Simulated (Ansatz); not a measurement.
The compound is Rb2VF6 (started from the K2PtCl6 type) (Fm-3m).

The structure was built from a prototype and need not be the compound's stable phase.

```
Rb V F
1.0
     0.00000    4.10450    4.10450
     4.10450    0.00000    4.10450
     4.10450    4.10450    0.00000
Rb V F
2 1 6
Direct
  0.25000 0.25000 0.25000
  0.75000 0.75000 0.75000
  0.00000 0.00000 0.00000
  0.22247 0.22247 0.77753
  0.77753 0.77753 0.22247
  0.22247 0.77753 0.22247
  0.77753 0.22247 0.77753
  0.77753 0.22247 0.22247
  0.22247 0.77753 0.77753
```

The structure was relaxed with LDA. The structure type comes from a generator and need not be one that this composition takes. The structure was generated from a model, not taken from a measurement. The runs that relaxed it are not among those shown. The program's search for lower electronic states was switched off, so nothing shows that the state found is the lowest. PAW set soft_2, made with PBE.

A constrained-RPA run (Ansatz 0.2.0; non-magnetic LDA; V t2g, bands v1 to c2, 4×4×4 mesh, medium accuracy) builds 3 functions on bands 0.18 eV wide, with 1.0 electrons in the window. The bare on-site interaction is 17.6 eV and the bare J 0.62 eV.

Q: Estimate U, U′ and J.

On the V t2g shell, U = 6.23 eV (35 % of the bare value), U′ = 5.24 eV, J = 0.46 eV.

The parent state is non-magnetic and the interaction static (zero frequency); U depends on the window and the orbitals, so it belongs to this model alone.

[Paths, hosts, dates, memory and timing lines, banners, echoed tables and standing remarks are left out of the program output.]

[Logs are printed without paths, hosts, clocks, repeated set-up lines and the standing remarks that a program may print on its own settings, such as how far it seeks lower states.]

[Runs of the session that timed out or met a known fault of the program may be left out.]

[Hosts, paths, dates, database ids (printed as entryN), source tags and the programs' standing remarks are cut or masked in the printed files.]
